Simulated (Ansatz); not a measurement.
# Optical response of TiSi2 (Zhiqinite), part 2 of 2

What colour and refractive index does TiSi2 (Zhiqinite) have at this level of theory? The cell comes from an older database entry, whose edges can differ from later determinations, mostly by under a per cent.

Ansatz 0.2.0; DFT, PBE, plane-wave PAW, default files, scalar-relativistic, independent-particle optical response without local fields.

So far. Step 2 (Ground state and bands): There are states at the Fermi level within the smearing, so the occupations stay smeared and the carriers get a Drude term. The cell is left with a pressure of 2.3 GPa and forces up to 0.17 eV/Å, as it stands unrelaxed at this level.

The database entry behind the starting cell is an old determination (1939), so it need not match the best structure at ambient conditions.

## (3) Spectrum

With the density converged, the vertical transitions are summed over the zone.

This step: DFT, PBE, plane-wave PAW, default files, scalar-relativistic, independent-particle optical response without local fields (Ansatz 0.2.0).

input.yaml reads:

```yaml
crystal:
  lattice:
    - [0.0, 4.118, 4.2615]
    - [2.3865, 0.0, 4.2615]
    - [2.3865, 4.118, 0.0]
  atoms:
    - { symbol: Ti, position: [0.5, 0.5, 0.5] }
    - { symbol: Ti, position: [0.75, 0.75, 0.75] }
    - { symbol: Si, position: [0.833, 0.167, 0.833] }
    - { symbol: Si, position: [0.167, 0.833, 0.167] }
    - { symbol: Si, position: [0.417, 0.083, 0.417] }
    - { symbol: Si, position: [0.083, 0.417, 0.083] }
kpoints:
  mp_grid: { grid: [6, 6, 6] }
scf:
  occupations: { method: fermi_dirac, width: 0.05 }
hamiltonian:
  xc: pbe
  pseudopotentials: { kind: paw }
output:
  optics:
    e_range: [0, 20]
    de: 0.05
    sigma: 0.1
    drude_damping: 0.03
    nscf_kmesh: { grid: [6, 6, 6] }
    bands: { spectra_wanted_up_to: 20 }
```

Run with:

```bash
> ansatz run input.yaml --threads 4 --pin off --max-ram 8192MiB --backend cpu --events-out ev --progress --plain --runs-dir out
```

Numbers of over 12 decimals in the logs are rounded to 6 here.

The program printed:

```text
[...]
Crystal: 6 atoms, lattice volume = 83.761 Å³
Basis set: ecut = 420 eV, 1617 PW (Γ)
Bands: 26, of which v1, the nominal top of the filled ones, is band 20 counted from 1 (19 counted from 0)
Symmetry: 8 space group operations
[...]
k-points: 46 of 216
[...]
SCF iter   1: F=—  HF=-7545.940578 eV  |F-HF|=—  |Δ(HF+E_count)|=         —  Δρ=4.18e-3  dr2=2.11e-2  ethr=1.77e-3  ⟨swp⟩=6.3  Hψ=6028  notcnv=0  defer=2
[...]
SCF iter   8: F=-7545.937679 eV  HF=-7545.937679 eV  |F-HF|=9.09e-13  |Δ(HF+E_count)|=  1.64e-11  Δρ=8.56e-8  dr2=4.94e-12  ethr=1.00e-12  ⟨swp⟩=3.5  Hψ=2668  notcnv=0
SCF 1 converged in 8 iterations: F = -7545.937679 eV  dr2 = 4.94e-12
[...]
NSCF: frozen V_eff on 46 k-points
WARN: output.optics: on 24 of the rows wanted, those up to 20.000 eV, the energy-loss function is not bounded in the bands left out, and is left empty along some axis. In full: what the bands over the 64 summed would add to eps1, eps2 and the energy-loss function is held between a lower and an upper bound (20 Lanczos steps). eps1, eps2 and their loss function (loss_summed_bands) are given on every row as the summed b [...]
SCF converged after 8 iterations
Free energy (F): -7545.937679 eV
[...]
Internal energy: -7545.923201 eV  (E = F + TS)
E sigma→0 (E₀):  -7545.930440 eV
Entropy (-TS):   -0.014478 eV (-2.413 meV/atom)
Fermi energy:    12.742495 eV
[...]
--- Band table (eV; the first three rows and the last of 46) ---
  k-point 0: bands = [... 16 lower, 10.4240, 10.7218, 10.9520, 11.1677, 11.7390, 14.6965, 15.8796, 15.9758, ... 2 higher]
  k-point 1: bands = [... 16 lower, 10.5536, 10.7716, 11.3232, 11.5510, 11.8219, 14.4015, 15.5264, 15.6698, ... 2 higher]
  k-point 2: bands = [... 16 lower, 10.8077, 11.4188, 11.9727, 12.1808, 12.8938, 13.7998, 15.0441, 15.1892, ... 2 higher]
  k-point 45: bands = [... 16 lower, 11.0652, 11.0652, 11.6386, 11.6386, 13.4774, 13.4774, 15.9037, 15.9037, ... 2 higher]
```

Elapsed: 42 s, on 4 threads of Intel Xeon Platinum 8375C at 2.90GHz (Ice Lake), shared host; peak memory 1.6 GiB.

Numbers from this step:

```
main peak of the optical conductivity above 1 eV, first axis : 5.117 eV
Drude plasma energy, first axis                              : 5.229 eV
bands summed                                                 : 64
spectra valid up to                                          : 23.65 eV
program's estimate of the k-sum error in Im epsilon          : 0.12 %
electrons in the f-sum                                       : 29.17
```

The Im ε has structure finer than the step of the table below, so its rows give means over 0.5 eV, whole bins alone (the curve runs from 0.3 to 18.1 eV). Peaks (eV: height): E ∥ x 1.35: 27.3, 3.05: 23.9, 5.10: 23.4; E ∥ y 0.85: 35.7, 2.15: 24.9, 4.85: 24.4; E ∥ z 0.75: 34.2, 3.85: 27.5.

Table of Im ε by photon energy; means over each step:

```csv
photon energy (eV),E ∥ x,E ∥ y,E ∥ z
1.0,16.4,29.5,28.1
1.5,24.1,20.6,24.3
2.0,18.1,21.5,20.0
2.5,16.3,19.1,17.1
3.0,22.5,16.8,20.6
3.5,19.1,14.1,26.5
4.0,21.0,16.4,25.2
4.5,21.5,21.4,22.1
5.0,22.9,22.4,20.5
5.5,20.1,19.8,15.8
6.0,15.0,15.6,12.7
6.5,8.93,9.28,10.0
7.0,6.33,5.92,6.11
7.5,4.80,4.14,4.05
8.0,3.09,3.27,2.95
8.5,2.30,2.45,2.18
9.0,2.02,1.92,1.76
9.5,1.43,1.43,1.35
10.0,0.998,1.16,1.14
10.5,0.818,1.04,0.970
11.0,0.692,0.875,0.851
11.5,0.561,0.779,0.733
12.0,0.435,0.540,0.547
12.5,0.365,0.449,0.463
13.0,0.316,0.409,0.399
13.5,0.253,0.373,0.350
14.0,0.225,0.323,0.287
14.5,0.206,0.254,0.245
15.0,0.187,0.219,0.211
15.5,0.156,0.187,0.170
16.0,0.137,0.152,0.147
16.5,0.128,0.138,0.134
17.0,0.113,0.127,0.131
17.5,0.0981,0.111,0.121
```

The Re ε by photon energy:

```csv
photon energy (eV),E ∥ x,E ∥ y,E ∥ z
1,2.74,-10.6,1.42
2,7.49,10.3,7.50
3,9.85,5.43,13.3
4,4.76,6.49,-1.07
5,-1.83,-3.48,-7.48
6,-11.9,-10.9,-9.28
7,-8.83,-9.21,-9.96
8,-7.13,-6.46,-6.81
9,-4.99,-4.74,-4.75
10,-3.76,-3.38,-3.44
11,-2.72,-2.59,-2.59
12,-2.01,-2.00,-2.00
13,-1.48,-1.44,-1.49
14,-1.05,-1.07,-1.10
15,-0.736,-0.748,-0.779
16,-0.482,-0.487,-0.503
17,-0.278,-0.270,-0.280
18,-0.109,-0.0990,-0.115
```

Values under 1 per cm are given as 1. Table of absorption coefficient by photon energy:

```csv
photon energy (eV),E ∥ x (1/cm),E ∥ y (1/cm),E ∥ z (1/cm)
0.500,4.8e5,4.3e5,3.8e5
1.000,2.4e5,4.7e5,3.5e5
1.500,4.8e5,4.6e5,4.9e5
2.000,5.0e5,5.3e5,5.4e5
2.500,5.2e5,7.3e5,5.7e5
3.000,8.5e5,7.8e5,7.3e5
3.500,9.5e5,7.9e5,1.1e6
4.000,1.2e6,9.4e5,1.5e6
4.500,1.4e6,1.3e6,1.5e6
5.000,1.8e6,1.8e6,1.9e6
5.500,2.2e6,2.0e6,2.1e6
6.000,2.4e6,2.3e6,2.1e6
6.500,2.4e6,2.4e6,2.3e6
7.000,2.2e6,2.3e6,2.3e6
7.500,2.3e6,2.2e6,2.2e6
8.000,2.2e6,2.1e6,2.2e6
8.500,2.1e6,2.1e6,2.1e6
9.000,2.1e6,2.0e6,2.0e6
9.500,2.1e6,2.0e6,2.0e6
10.000,2.0e6,1.9e6,1.9e6
10.500,1.9e6,1.8e6,1.9e6
11.000,1.9e6,1.8e6,1.8e6
11.500,1.8e6,1.8e6,1.8e6
12.000,1.7e6,1.7e6,1.7e6
12.500,1.7e6,1.6e6,1.7e6
13.000,1.6e6,1.6e6,1.6e6
13.500,1.5e6,1.5e6,1.6e6
14.000,1.5e6,1.5e6,1.5e6
14.500,1.4e6,1.4e6,1.4e6
15.000,1.3e6,1.3e6,1.4e6
15.500,1.2e6,1.3e6,1.3e6
16.000,1.1e6,1.1e6,1.2e6
16.500,1.0e6,1.0e6,1.1e6
17.000,9.3e5,9.2e5,9.4e5
17.500,8.1e5,8.0e5,8.2e5
18.000,6.4e5,6.3e5,6.8e5
```

The refractive index n and extinction k by photon energy:

```csv
photon energy (eV),"n, E ∥ x","k, E ∥ x","n, E ∥ y","k, E ∥ y"
0.5,1.37,9.45,1.79,8.57
1.0,2.86,2.33,3.26,4.61
1.5,3.87,3.16,3.43,3.04
2.0,3.67,2.45,4.13,2.59
2.5,3.79,2.03,3.25,2.88
3.0,4.21,2.81,3.47,2.57
3.5,3.47,2.67,3.08,2.22
4.0,3.65,2.93,3.45,2.33
4.5,3.44,3.04,3.76,2.80
5.0,3.27,3.53,3.12,3.64
5.5,2.60,3.95,2.67,3.65
6.0,1.95,3.96,1.99,3.86
6.5,1.20,3.65,1.24,3.64
7.0,1.01,3.14,0.926,3.17
7.5,0.785,3.01,0.711,2.84
8.0,0.551,2.73,0.624,2.62
8.5,0.463,2.45,0.505,2.41
9.0,0.451,2.28,0.431,2.22
9.5,0.329,2.14,0.339,2.05
10.0,0.250,1.95,0.308,1.87
10.5,0.228,1.78,0.298,1.73
11.0,0.206,1.66,0.267,1.63
11.5,0.182,1.54,0.262,1.51
12.0,0.152,1.43,0.183,1.43
12.5,0.140,1.31,0.172,1.29
13.0,0.130,1.22,0.166,1.21
13.5,0.113,1.12,0.169,1.11
14.0,0.110,1.03,0.156,1.05
14.5,0.109,0.944,0.131,0.959
15.0,0.109,0.865,0.125,0.874
15.5,0.0985,0.789,0.118,0.797
16.0,0.0992,0.702,0.107,0.706
16.5,0.104,0.620,0.113,0.619
17.0,0.106,0.538,0.120,0.533
17.5,0.106,0.454,0.123,0.451
18.0,0.117,0.350,0.138,0.344
```

Table of loss function −Im 1/ε at q → 0 by energy loss; read off at these points:

```csv
energy loss (eV),E ∥ x,E ∥ y,E ∥ z
0.5,0.00312,0.00522,0.00801
1.0,0.0721,0.0296,0.0390
1.5,0.0392,0.0472,0.0405
2.0,0.0473,0.0380,0.0433
2.5,0.0451,0.0527,0.0455
3.0,0.0361,0.0513,0.0342
3.5,0.0505,0.0658,0.0346
4.0,0.0446,0.0535,0.0393
4.5,0.0471,0.0437,0.0463
5.0,0.0431,0.0430,0.0431
5.5,0.0412,0.0465,0.0479
6.0,0.0406,0.0432,0.0516
6.5,0.0402,0.0413,0.0475
7.0,0.0536,0.0492,0.0446
7.5,0.0505,0.0548,0.0508
8.0,0.0502,0.0623,0.0524
8.5,0.0590,0.0664,0.0607
9.0,0.0706,0.0732,0.0686
9.5,0.0643,0.0745,0.0737
10.0,0.0650,0.0900,0.0867
10.5,0.0779,0.108,0.100
11.0,0.0871,0.117,0.115
11.5,0.0972,0.144,0.131
12.0,0.102,0.122,0.127
12.5,0.122,0.154,0.149
13.0,0.138,0.181,0.167
13.5,0.157,0.234,0.205
14.0,0.198,0.261,0.222
14.5,0.253,0.287,0.271
15.0,0.326,0.360,0.329
15.5,0.389,0.444,0.389
16.0,0.552,0.579,0.536
16.5,0.826,0.894,0.817
17.0,1.26,1.43,1.39
17.5,2.05,2.33,2.24
18.0,4.40,5.05,4.33
```

Optical constants at common wavelengths, from n + ik = √ε:

```csv
wavelength (nm),n x,k x,R (%) x,1/α x,n y,k y,R (%) y,1/α y
1550,1.65,4.416,75.1,28 nm,3.57,4.833,67.7,26 nm
1064,4.29,2.460,49.6,34 nm,3.18,3.643,58.6,23 nm
800,3.78,3.089,53.3,21 nm,3.42,2.944,51.5,22 nm
633,3.66,2.474,47.4,20 nm,4.05,2.516,49.1,20 nm
532,3.66,2.232,45.2,19 nm,3.52,3.143,53.5,13 nm
365,3.50,2.774,49.9,10 nm,3.04,2.347,44.3,12 nm
248,3.27,3.534,57.4,5.6 nm,3.13,3.639,58.7,5.4 nm
```

A polished face would reflect 49 % of daylight and look light grey (CIE x = 0.317, y = 0.333 under D65).

## (4) Outcome

| Quantity | Value |
| --- | --- |
| gap on the path | 0 eV |
| main peak of the optical conductivity above 1 eV, first axis | 5.12 eV |
| Drude plasma energy, first axis | 5.23 eV |

What this shows: At this level (PBE, independent particles) TiSi2 is a metal with a Drude plasma energy of 5.2 eV along x, 5.2 eV along y and 4.9 eV along z; it reflects 46 % at 550 nm for E ∥ x. Along x the bare Drude plasma energy is 5.2 eV; Re ε first rises through zero at 0.97 eV, far lower, because interband transitions screen the carriers. Im ε is 13 there, so the loss peak at that energy is weak. A polished face would reflect 49 % of daylight and look light grey (CIE x = 0.317, y = 0.333 under D65). In the base run ε includes the program's bounded estimate of what the bands above those summed add. The carriers' damping of 0.03 eV is typed, not computed; at 0.8 eV the carriers give 11 % of Im ε along the first axis; the rest comes from the sum over bands, which at low energy also holds close bands and the noise of the mesh. The Fermi-Dirac width of 0.05 eV acts as an electron temperature of 580 K in the carriers' term.

[Logs are printed without paths, hosts, clocks, repeated set-up lines and the standing remarks that a program may print on its own settings, such as how far it seeks lower states.]

[Hosts, paths, dates, database ids (printed as entryN), source tags and the programs' standing remarks are cut or masked in the printed files.]
